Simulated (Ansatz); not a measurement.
# Decaying states in the gap of Cs2CaBr2Cl2, part 2 of 3

Aim: relax a made-up compound, Cs2CaBr2Cl2, and see how good a tunnel barrier it would be. It is built by putting Br for I, Ca for Pb in the Cs2PbI2Cl2 structure of space group I4/mmm, with the volume rescaled by atomic radii. The parent structure comes from the Materials Project.

Ansatz 0.2.0; PBE DFT, plane waves, PAW files (the session's first sound run).

So far. Step 2 (Cell and atoms at rest): The largest force component on a free atom ends at 0.0090 eV/Å.

The structure was built from a prototype and need not be the compound's stable phase.

## (3) Band edges

The energy window and the wavevectors of the next steps follow from the band edges, so these are searched first, off the mesh as well.

Input file input.yaml:

```yaml
crystal:
  lattice:
    - [-2.7277540709, 2.7277540709, 9.1862755171]
    - [2.7277540709, -2.7277540709, 9.1862755171]
    - [2.7277540709, 2.7277540709, -9.1862755171]
  atoms:
    - { symbol: Cs, position: [0.3591734893, 0.3591734893, 0.0] }
    - { symbol: Cs, position: [0.6408265107, 0.6408265107, 0.0] }
    - { symbol: Ca, position: [0.0, 0.0, 0.0] }
    - { symbol: Br, position: [0.15889691, 0.15889691, 0.0] }
    - { symbol: Br, position: [0.84110309, 0.84110309, 0.0] }
    - { symbol: Cl, position: [0.5, 0.0, 0.5] }
    - { symbol: Cl, position: [0.0, 0.5, 0.5] }
kpoints:
  mp_grid: { grid: [6, 6, 6] }
  band_path: { path: [VBM, CBM], npoints: 30 }
scf:
  occupations: { method: fixed }
hamiltonian:
  xc: pbe
output:
  eigenvalues: true
  write_potential: true
  write_density: true
  volumetric_format: npy
  elf: true
```

Launch:

```sh
ansatz run input.yaml --threads 2 --pin off --max-ram 4096MiB --backend cpu --events-out ev --progress --plain --runs-dir out
```

Numbers of over 12 decimals in the logs are rounded to 6 here.

The log of the run:

```text
[...]
Crystal: 7 atoms, lattice volume = 273.407 Å³
Basis set: ecut = 420 eV, 5295 PW (Γ), FFT grids on a1−a2, a2, a1+a3
Bands: 35, of which v1, the nominal top of the filled ones, is band 28 counted from 1 (27 counted from 0)
Symmetry: 16 space group operations
[...]
k-points: 30 of 216
[...]
SCF iter   1: F=—  HF=-20898.484850 eV  |F-HF|=—  |Δ(HF+E_count)|=         —  Δρ=4.72e-4  dr2=3.93e-3  ethr=1.77e-3  ⟨swp⟩=7.3  Hψ=4868  notcnv=0  defer=136
[...]
SCF iter   6: F=-20898.484467 eV  HF=-20898.484467 eV  |F-HF|=2.82e-8  |Δ(HF+E_count)|=   5.67e-7  Δρ=2.29e-6  dr2=2.21e-8  ethr=1.79e-10  ⟨swp⟩=18.1  Hψ=6574  notcnv=0
SCF 1 converged in 6 iterations: F = -20898.484467 eV  dr2 = 2.21e-8
[...]
NSCF: frozen V_eff on 30 k-points
[...]
SCF converged after 6 iterations
Free energy (F): -20898.484467 eV
[...]
Internal energy: -20898.484467 eV  (E = F + TS)
E sigma→0 (E₀):  -20898.484467 eV
Fermi energy:    1.604707 eV
[...]
--- Band table (eV; the first three rows and the last of 30) ---
  k-point 0: bands = [... 24 lower, 1.3699, 1.4791, 1.5584, 1.5584, 6.2583, 6.7378, 6.9969, 6.9969, ... 3 higher]
  k-point 1: bands = [... 24 lower, 1.3314, 1.4076, 1.4760, 1.5192, 6.8475, 7.0940, 7.1253, 7.2634, ... 3 higher]
  k-point 2: bands = [... 24 lower, 1.2306, 1.4398, 1.4630, 1.4859, 7.4477, 7.6223, 7.7617, 7.8582, ... 3 higher]
  k-point 29: bands = [... 24 lower, 1.4356, 1.4356, 1.4853, 1.4853, 6.7467, 6.9720, 7.2129, 7.2129, ... 3 higher]
```

Run time: 24 s. Hardware: 2 threads of Arm Neoverse V2, shared host; peak memory 0.61 GiB; 48 s of CPU time.

In the SCF lines HF is the Harris–Foulkes energy and dr2 the Hartree energy of the density residual, in eV; the loop may stop once dr2 is under the threshold and the program's other checks hold. Hψ counts applications of the Hamiltonian.

This step gave:

```yaml
free_energy: -20898.4845 eV
fermi_energy: 1.605 eV
gap_on_the_k_mesh: 4.654 eV
gap_on_path: 4.654 eV, by band count; negative where bands overlap
direct_gap_on_path: 4.700 eV
edge_places_on_path: 0, 0.8144 1/A along the path
```

The electronic bands at the labelled points (eV, zero at the Fermi level (highest filled level under fixed occupations); v1 is the highest filled band, c1 the lowest empty one):

| point | v4 | v3 | v2 | v1 | c1 | c2 | c3 | c4 |
| --- | --- | --- | --- | --- | --- | --- | --- | --- |
| VBM | -0.29 | -0.16 | -0.16 | 0.00 | 5.96 | 6.04 | 6.54 | 6.55 |
| halfway | -0.37 | -0.18 | -0.14 | -0.12 | 5.65 | 5.73 | 5.86 | 5.92 |
| CBM | -0.23 | -0.13 | -0.05 | -0.05 | 4.65 | 5.13 | 5.39 | 5.39 |

ELF in the ab plane of the cell as run, not the conventional one, at fractional z = 0.000, with atoms of Cs and Ca and Br within 0.2 Å of it. It is the smooth field of the valence electrons, not physical close to the nuclei.

Ten even steps from '_' (0.00) to '@' (0.89), each cell a mean:
```
@@@@@@==..--**##%%##++--..______::**%%@@@@@@@@%%==::**@@
@@@@@@##::__..--====::..________..==%%@@@@%%##@@@@++::++
--**##**::________________....____..++%%@@##::::##@@**::
::..::::..____________..::++++++::__..++@@@@--__..##@@**
**::__________________..++%%@@@@%%++....++@@%%--..--@@@@
%%++..________________..**@@@@@@@@@@##::..++%%@@##**%%@@
@@**--__________________--%%@@%%####@@%%==..--%%@@@@@@@@
%%**--__________________..**@@@@==..==@@@@==..::**%%@@@@
##==..____________________::%%@@##..__==@@@@==__..==####
==::____........____________--%%@@##--::##@@%%--____::==
..____..--**##**==..__________--##@@@@##%%@@@@##::______
______..++%%@@@@@@##==..________::**@@@@@@@@@@##--______
______..++@@@@@@@@@@@@**::__________--**%%@@%%**::______
::..____--%%@@@@****@@@@##--__________..--====--..____..
**++--____==@@@@++__::##@@%%::______________________::==
%%%%##++....++@@%%--__::%%@@**..__________________..==##
@@@@@@@@##::..++@@%%++--##@@@@==__________________..++%%
@@@@@@@@@@%%--..==%%@@%%%%@@@@##::________________..==%%
@@@@**--**@@%%==..--##@@@@@@@@##--__________________::**
##@@##..__==@@%%++....++##%%%%**::____________________::
::##@@**..__++@@%%++..__::----::..______________--====..
--::##@@##====@@@@%%==______________..::..____..++%%%%##
@@++::++@@@@@@@@@@@@##--________..::++****==::__--%%@@@@
%%@@++..==%%@@@@@@%%##==..______::++##%%%%%%##--..**@@@@
```
Columns run along a (10.0 Å), rows up along b (10.0 Å). Atoms in or near the plane, at fractional coordinates: Cs at (0.36, 0.36), Cs at (0.64, 0.64), Ca at (0.00, 0.00), Br at (0.16, 0.16), Br at (0.84, 0.84).

Valence density in the ab plane of the cell as run, not the conventional one, at fractional z = 0.000, with atoms of Cs and Ca and Br within 0.2 Å of it. It is the smooth field of the valence electrons, not physical close to the nuclei.

Ten steps, logarithmic in the rise over the least value, from '0' (0.0 e/Å³) to '9' (6.2 e/Å³), each cell a mean:
```
9974212232210000013455543368
8885211111110000012456664335
3565310000011100001356556532
2223210000011222101246534653
2111110000012344321124654564
3100000000012456553212456665
3210000000001356665421234555
3210000000001256545642112344
2110000000000135642564210122
1111111000000013565565310001
0001123221000001356666421000
0001234443100000124555431000
0000245665421000001234321000
0000135666653100000012211000
1100024653465310000000000111
3321112565256521000000000112
4444211256556642000000000013
4566532124566653100000000013
4566654212345543100000100012
3565455421123332100000111111
2356446531001111100000123442
4235666643100000111100024676
8533456653200000011221114799
9852234443210000012333222589
```
Columns run along a (10.0 Å), rows up along b (10.0 Å). Atoms in or near the plane, at fractional coordinates: Cs at (0.36, 0.36), Cs at (0.64, 0.64), Ca at (0.00, 0.00), Br at (0.16, 0.16), Br at (0.84, 0.84).

Electrostatic potential energy in the ab plane of the cell as run, not the conventional one, at fractional z = 0.000, with atoms of Cs and Ca and Br within 0.2 Å of it. With pseudopotentials it is smooth inside the atoms' cores, unlike the true potential.

Ten even steps from '_' (-61 eV) to '@' (8 eV), each cell a mean:
```
____--##@@@@@@@@@@@@@@@@@@@@@@@@@@@@@@@@%%##%%@@@@%%**::
--::--**%%@@@@@@@@@@@@@@@@@@@@@@@@@@@@@@**::::++%%@@%%**
%%****##%%@@@@@@@@@@@@@@@@@@@@@@@@@@@@@@##..____::##@@@@
@@%%%%%%%%@@@@@@@@@@@@@@@@@@@@@@@@@@@@@@@@==______::%%@@
@@@@@@@@@@@@@@@@@@@@@@@@@@%%%%%%%%@@@@@@@@%%==______==%%
@@@@@@@@@@@@@@@@@@@@@@@@@@%%******##%%@@@@@@@@**::..--%%
@@@@@@@@@@@@@@@@@@@@@@@@@@%%**++++++**##@@@@@@@@%%##**%%
@@@@@@@@@@@@@@@@@@@@@@@@@@@@##++******++##@@@@@@@@@@@@@@
@@@@@@@@@@@@@@@@@@@@@@@@@@@@%%**++******++##@@@@@@@@@@@@
@@@@@@@@@@@@@@@@@@@@@@@@@@@@@@%%**++****++**%%@@@@@@@@@@
@@@@@@@@@@@@@@@@@@@@@@@@@@@@@@@@%%##++++++++##@@@@@@@@@@
@@@@@@@@@@%%####%%%%@@@@@@@@@@@@@@@@%%******##@@@@@@@@@@
@@@@@@@@@@%%**++++**##@@@@@@@@@@@@@@@@@@%%%%%%@@@@@@@@@@
@@@@@@@@@@%%**++++++++##%%@@@@@@@@@@@@@@@@@@@@@@@@@@@@@@
@@@@@@@@@@@@%%++******++**%%@@@@@@@@@@@@@@@@@@@@@@@@@@@@
@@@@@@@@@@@@@@##++******++##@@@@@@@@@@@@@@@@@@@@@@@@@@@@
@@%%%%@@@@@@@@@@##++++**++++%%@@@@@@@@@@@@@@@@@@@@@@@@@@
@@**==++%%@@@@@@@@##**++++++##@@@@@@@@@@@@@@@@@@@@@@@@@@
@@**____..++@@@@@@@@%%##****##%%@@@@@@@@@@@@@@@@@@@@@@@@
@@%%::______++@@@@@@@@@@%%%%%%@@@@@@@@@@@@@@@@@@@@@@@@@@
@@@@##::______**@@@@@@@@@@@@@@@@@@@@@@@@@@@@@@%%%%##%%%%
##@@@@##--____==%%@@@@@@@@@@@@@@@@@@@@@@@@@@@@%%##++==++
--##%%@@%%**==++%%@@@@@@@@@@@@@@@@@@@@@@@@@@@@@@%%++....
__::**%%@@@@@@%%@@@@@@@@@@@@@@@@@@@@@@@@@@@@@@@@%%**::__
```
Columns run along a (10.0 Å; values clipped at the 3rd and 97th percentile), rows up along b (10.0 Å). Atoms in or near the plane, at fractional coordinates: Cs at (0.36, 0.36), Cs at (0.64, 0.64), Ca at (0.00, 0.00), Br at (0.16, 0.16), Br at (0.84, 0.84).

The searched edges give 4.65 eV, as on the mesh.

## (4) Decaying states in the gap

This step: PBE DFT, plane waves, PAW files; complex bands by layer matching along the plane's normal (Ansatz 0.2.0).

The same crystal is laid in a cell whose first two vectors span the (001) plane (indices of the standard conventional cell, whose axes can be ordered otherwise than in the bulk input). At fixed energy and wavevector in the plane the solver finds all kz, real and complex. A few wavevectors are listed, (0, 0) and (-0.5, -0.5) in units of the plane's reciprocal vectors; the slowest state needn't be among them.

Input file input.yaml:

```yaml
crystal:
  lattice:
    - [5.455508142, 0.0, 0.0]
    - [0.0, 5.455508142, 0.0]
    - [2.727754071, 2.727754071, 9.186275517]
  atoms:
    - { symbol: Cs, position: [0.6408265107, 0.6408265107, 0.7183469786] }
    - { symbol: Cs, position: [0.3591734893, 0.3591734893, 0.2816530214] }
    - { symbol: Ca, position: [0.0, 0.0, 0.0] }
    - { symbol: Br, position: [0.84110309, 0.84110309, 0.31779382] }
    - { symbol: Br, position: [0.15889691, 0.15889691, 0.68220618] }
    - { symbol: Cl, position: [0.0, 0.5, 0.0] }
    - { symbol: Cl, position: [0.5, 0.0, 0.0] }
kpoints:
  mp_grid: { grid: [6, 6, 6] }
scf:
  occupations: { method: fixed }
hamiltonian:
  xc: pbe
output:
  eigenvalues: true
  transmission:
    leads: [[0, 0]]
    kpoints: [[0.0, 0.0], [-0.5, -0.5]]
    e_range: [-1.0, 5.65]
    de: 0.11
```

The log of the run:

```text
[...]
Crystal: 7 atoms, lattice volume = 273.407 Å³
Basis set: ecut = 420 eV, 5295 PW (Γ)
Bands: 35, of which v1, the nominal top of the filled ones, is band 28 counted from 1 (27 counted from 0)
Symmetry: 16 space group operations
[...]
k-points: 30 of 216
[...]
SCF iter   1: F=—  HF=-20898.485005 eV  |F-HF|=—  |Δ(HF+E_count)|=         —  Δρ=4.73e-4  dr2=3.95e-3  ethr=1.77e-3  ⟨swp⟩=7.4  Hψ=4835  notcnv=0  defer=134
[...]
SCF iter   6: F=-20898.484586 eV  HF=-20898.484586 eV  |F-HF|=2.74e-8  |Δ(HF+E_count)|=   5.61e-7  Δρ=2.30e-6  dr2=2.21e-8  ethr=1.79e-10  ⟨swp⟩=18.2  Hψ=6564  notcnv=0
SCF 1 converged in 6 iterations: F = -20898.484586 eV  dr2 = 2.21e-8
[...]
transmission: 14 of 28 steps passed
transmission: 28 of 28 steps passed
SCF converged after 6 iterations
Free energy (F): -20898.484586 eV
[...]
Internal energy: -20898.484586 eV  (E = F + TS)
E sigma→0 (E₀):  -20898.484586 eV
Fermi energy:    1.604705 eV
[...]
--- Band table (eV; the first three rows and the last of 30) ---
  k-point 0: bands = [... 24 lower, 1.3699, 1.4791, 1.5584, 1.5584, 6.2582, 6.7378, 6.9969, 6.9969, ... 3 higher]
  k-point 1: bands = [... 24 lower, 1.3811, 1.4187, 1.5455, 1.5455, 6.3805, 6.7400, 7.0456, 7.0456, ... 3 higher]
  k-point 2: bands = [... 24 lower, 1.4102, 1.4102, 1.5126, 1.5126, 6.6887, 6.7444, 7.1528, 7.1528, ... 3 higher]
  k-point 29: bands = [... 24 lower, 1.3305, 1.3758, 1.5203, 1.5812, 7.5855, 7.6264, 8.1803, 8.2097, ... 3 higher]
--- Transmission ---
  basis      : 261 plane waves across, 14 finite elements along
  points     : 2, as listed
  energies   : 61 from -1.000000 to 5.600000 eV about the Fermi level, 0.110000 eV apart; the leads are filled to 2.326739 eV, and channels, transmission and decay are at 2.300000 eV
  crystal 0  : Br2Cs2Ca1Cl2, at the sites [0, 0], period 9.1863 Å: whole cells are its period
    offset         : up to 0.0000 Å between an atom of the period and one for which it stands
    channels       : 0.000000e0 a spin
    conductance    : none, the energies end too early or step too widely for 300 K: set another output.transmission.e_range or a lower de, or, where they end at an eighth of basis.ecutwfc, a higher one
    slowest decay  : 0.3429 /Å at (0.0000, 0.0000)
```

Wall time 95 s (2 threads); peak memory 1.1 GiB; 2.6 min of CPU time.

Numbers from this step:

- free energy: -20898.4846 eV
- gap on the k-mesh: 4.653 eV
- level to which the leads are filled: 2.327 eV from the Fermi level
- decay constant at the filling level, zone centre: 0.3429 Å⁻¹
- decay constant at the filling level, slowest listed point: 0.3429 Å⁻¹

K parallel (0, 0); values up to 1.5 1/Å, a degenerate pair printed once or twice; energies at which all values exceed this have no row. Table of Im kz of the slowest decaying states by energy, zero at the highest filled level on the SCF mesh:

| energy (eV) | decay 1 (Å⁻¹) | decay 2 (Å⁻¹) | decay 3 (Å⁻¹) | decay 4 (Å⁻¹) |
| --- | --- | --- | --- | --- |
| -1.00 | 0.225 | 0.249 | 0.464 | 0.582 |
| -0.67 | 0.147 | 0.304 | 0.426 | 0.572 |
| -0.34 | 0.305 | 0.379 | 0.550 | 0.822 |
| -0.01 | 0.142 | 0.178 | 0.420 | 0.594 |
| 0.32 | 0.246 | 0.429 | 0.445 | 0.657 |
| 0.65 | 0.293 | 0.460 | 0.499 | 0.700 |
| 0.98 | 0.320 | 0.469 | 0.532 | 0.729 |
| 1.31 | 0.336 | 0.474 | 0.549 | 0.748 |
| 1.64 | 0.344 | 0.475 | 0.555 | 0.760 |
| 1.97 | 0.346 | 0.473 | 0.555 | 0.762 |
| 2.30 | 0.343 | 0.468 | 0.548 | 0.737 |
| 2.63 | 0.335 | 0.461 | 0.537 | 0.709 |
| 2.96 | 0.321 | 0.452 | 0.521 | 0.677 |
| 3.29 | 0.302 | 0.440 | 0.501 | 0.642 |
| 3.62 | 0.275 | 0.427 | 0.475 | 0.603 |
| 3.95 | 0.238 | 0.411 | 0.444 | 0.560 |
| 4.28 | 0.183 | 0.392 | 0.406 | 0.510 |
| 4.61 | 0.0659 | 0.357 | 0.370 | 0.451 |
| 4.94 | 0.288 | 0.344 | 0.380 | 0.443 |
| 5.27 | 0.165 | 0.286 | 0.313 | 0.386 |
| 5.60 | 0.0363 | 0.120 | 0.273 | 0.323 |

K parallel (-0.5, -0.5); values up to 1.5 1/Å, a degenerate pair printed once or twice; energies at which all values exceed this have no row. Table of Im kz of the slowest decaying states by energy, zero at the highest filled level on the SCF mesh:

| energy (eV) | decay 1 (Å⁻¹) | decay 2 (Å⁻¹) | decay 3 (Å⁻¹) | decay 4 (Å⁻¹) |
| --- | --- | --- | --- | --- |
| -1.000 | 0.315 | 0.519 | 0.905 | 1.27 |
| -0.450 | 0.183 | 0.364 | 0.876 | 1.25 |
| -0.010 | 0.359 | 0.968 | 1.22 | 1.27 |
| 0.540 | 0.410 | 0.430 | 1.01 | 1.18 |
| 0.980 | 0.461 | 0.482 | 1.01 | 1.14 |
| 1.530 | 0.486 | 0.525 | 1.01 | 1.09 |
| 1.970 | 0.498 | 0.541 | 0.992 | 1.05 |
| 2.520 | 0.506 | 0.546 | 0.960 | 0.985 |
| 2.960 | 0.509 | 0.541 | 0.924 | 0.932 |
| 3.510 | 0.507 | 0.523 | 0.858 | 0.869 |
| 3.950 | 0.501 | 0.502 | 0.793 | 0.817 |
| 4.500 | 0.461 | 0.493 | 0.702 | 0.743 |
| 5.050 | 0.402 | 0.485 | 0.589 | 0.654 |
| 5.490 | 0.328 | 0.479 | 0.564 | 0.891 |

At the listed wavevectors the last open channel is at -0.01 eV and the next at +4.72 eV on the grid. At +2.30 eV, the grid energy nearest the filling level (the middle of the gap on the SCF mesh), the slowest state at the listed wavevectors decays with κ = 0.343 Å⁻¹, its amplitude falling by e over 2.9 Å. Through 1 nm of this crystal that state's transmission falls by exp(−2 × 0.343 Å⁻¹ × 10 Å) = 0.0011.

## (5) Decay over the two-dimensional zone

The listed points could miss the slowest state, so one energy near mid-gap is solved on a mesh of 6×6.

input.yaml: that of step 4 with these lines changed.

```diff
@@ -21,6 +21,2 @@
   eigenvalues: true
-  transmission:
-    leads: [[0, 0]]
-    kpoints: [[0.0, 0.0], [-0.5, -0.5]]
-    e_range: [-1.0, 5.65]
-    de: 0.11
+  transmission: { leads: [[0, 0]], kmesh: [6, 6], e_range: [2.33, 2.34], de: 0.05 }
```

The log of the run:

```text
[...]
Crystal: 7 atoms, lattice volume = 273.407 Å³
Basis set: ecut = 420 eV, 5295 PW (Γ)
Bands: 35, of which v1, the nominal top of the filled ones, is band 28 counted from 1 (27 counted from 0)
Symmetry: 16 space group operations
[...]
k-points: 30 of 216
[...]
SCF iter   1: F=—  HF=-20898.485005 eV  |F-HF|=—  |Δ(HF+E_count)|=         —  Δρ=4.73e-4  dr2=3.95e-3  ethr=1.77e-3  ⟨swp⟩=7.4  Hψ=4835  notcnv=0  defer=134
[...]
SCF iter   6: F=-20898.484586 eV  HF=-20898.484586 eV  |F-HF|=2.74e-8  |Δ(HF+E_count)|=   5.61e-7  Δρ=2.30e-6  dr2=2.21e-8  ethr=1.79e-10  ⟨swp⟩=18.2  Hψ=6564  notcnv=0
SCF 1 converged in 6 iterations: F = -20898.484586 eV  dr2 = 2.21e-8
[...]
transmission: 42 of 140 steps passed
transmission: 84 of 140 steps passed
transmission: 126 of 140 steps passed
transmission: 140 of 140 steps passed
SCF converged after 6 iterations
Free energy (F): -20898.484586 eV
[...]
Internal energy: -20898.484586 eV  (E = F + TS)
E sigma→0 (E₀):  -20898.484586 eV
Fermi energy:    1.604705 eV
[...]
--- Band table (eV; the first three rows and the last of 30) ---
  k-point 0: bands = [... 24 lower, 1.3699, 1.4791, 1.5584, 1.5584, 6.2582, 6.7378, 6.9969, 6.9969, ... 3 higher]
  k-point 1: bands = [... 24 lower, 1.3811, 1.4187, 1.5455, 1.5455, 6.3805, 6.7400, 7.0456, 7.0456, ... 3 higher]
  k-point 2: bands = [... 24 lower, 1.4102, 1.4102, 1.5126, 1.5126, 6.6887, 6.7444, 7.1528, 7.1528, ... 3 higher]
  k-point 29: bands = [... 24 lower, 1.3305, 1.3758, 1.5203, 1.5812, 7.5855, 7.6264, 8.1803, 8.2097, ... 3 higher]
--- Transmission ---
  basis      : 261 plane waves across, 14 finite elements along
  points     : 10, standing for a mesh of 6 x 6
  energies   : 1 from 2.330000 to 2.330000 eV about the Fermi level; the leads are filled to 2.326739 eV, and channels, transmission and decay are at 2.330000 eV
[...]
channels       : 0.000000e0 a spin
    conductance    : none, crystal 0 has no channel at the energies, or these end too early or step too widely for 300 K: set another output.transmission.e_range or a lower de, or, where they end at an eighth of basis.ecutwfc, a higher one
    slowest decay  : 0.3423 /Å at (0.0000, 0.0000)
```

Run time: 46 s. Hardware: 2 threads; peak memory 1.2 GiB.

Numbers from this step:

```yaml
least_decay_constant_on_the_mesh: 0.3423 Å⁻¹
```

Slowest decay constant (1/Å; 0 where a channel is open) over k1 and k2. At 2.3300 eV from the Fermi level.

Ten even steps from '0' (0.342) to '9' (0.596):
```
774347
942124
731013
942124
774347
679797
```
Columns: k1 (b1) from -0.5 to 0.333; rows upwards: k2 (b2) from -0.5 to 0.333.

The least value on the mesh is 0.342 Å⁻¹ at +2.33 eV. At that energy the listed points give about 0.342 Å⁻¹ by interpolation, so the mesh holds no clearly slower state.

(Continued in part 3 of 3.)

[Logs are printed without paths, hosts, clocks, repeated set-up lines and the standing remarks that a program may print on its own settings, such as how far it seeks lower states.]

[Hosts, paths, dates, database ids (printed as entryN), source tags and the programs' standing remarks are cut or masked in the printed files.]
